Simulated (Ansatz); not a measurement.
SiO2 (Quartz), computed twice by G0W0.

```
Si O
1.0
     4.91580    0.00000    0.00000
    -2.45790    4.25721    0.00000
     0.00000    0.00000    5.40910
Si O
3 6
Direct
  0.53030 0.00000 0.33333
  0.00000 0.53030 0.66667
  0.46970 0.46970 0.00000
  0.14620 0.41420 0.88100
  0.58580 0.73200 0.21433
  0.26800 0.85380 0.54767
  0.41420 0.14620 0.11900
  0.73200 0.58580 0.78567
  0.85380 0.26800 0.45233
```

The cell and positions come from the Crystallography Open Database and are kept as given unless a step says otherwise.

The first (Ansatz 0.2.0; start PBE with 5 % screened exact exchange, 6×6×2 mesh, 472 empty bands, screening to 150 eV, PAW set soft_1 files; 1 × NVIDIA H100 80GB HBM3 (shared by 6 runs) with 2 threads of AMD EPYC 7R13 (Zen 3), shared host) gave, on its mesh: starting gap 6.36 eV, G0W0 gap 9.12 eV, RPA ε∞ (mean) 2.29, 58 s.

The second gave: starting gap 12.80 eV, G0W0 gap 11.26 eV, RPA ε∞ (mean) 1.75, 61 s.

What was changed in the input? Choose among start, files, mesh, bands and cutoff, frequency model or another key.

Changed: start from PBE with 5 % screened exact exchange to PBE with 90 % screened exact exchange. A jump of this size in the start, with ε∞ moving the other way, marks another functional. Other changes could give like numbers; this is the one that was made.

Limits: not at the basis limit; coarse k mesh.

[Paths, hosts, dates, memory and timing lines, banners, echoed tables and standing remarks are left out of the program output.]

[Logs are printed without paths, hosts, clocks, repeated set-up lines and the standing remarks that a program may print on its own settings, such as how far it seeks lower states.]

[Runs of the session that timed out or met a known fault of the program may be left out.]

[Cells called generated may have been cut or substituted from an entry of the Crystallography Open Database or the Materials Project.]

[Hosts, paths, dates, database ids (printed as entryN), source tags and the programs' standing remarks are cut or masked in the printed files.]
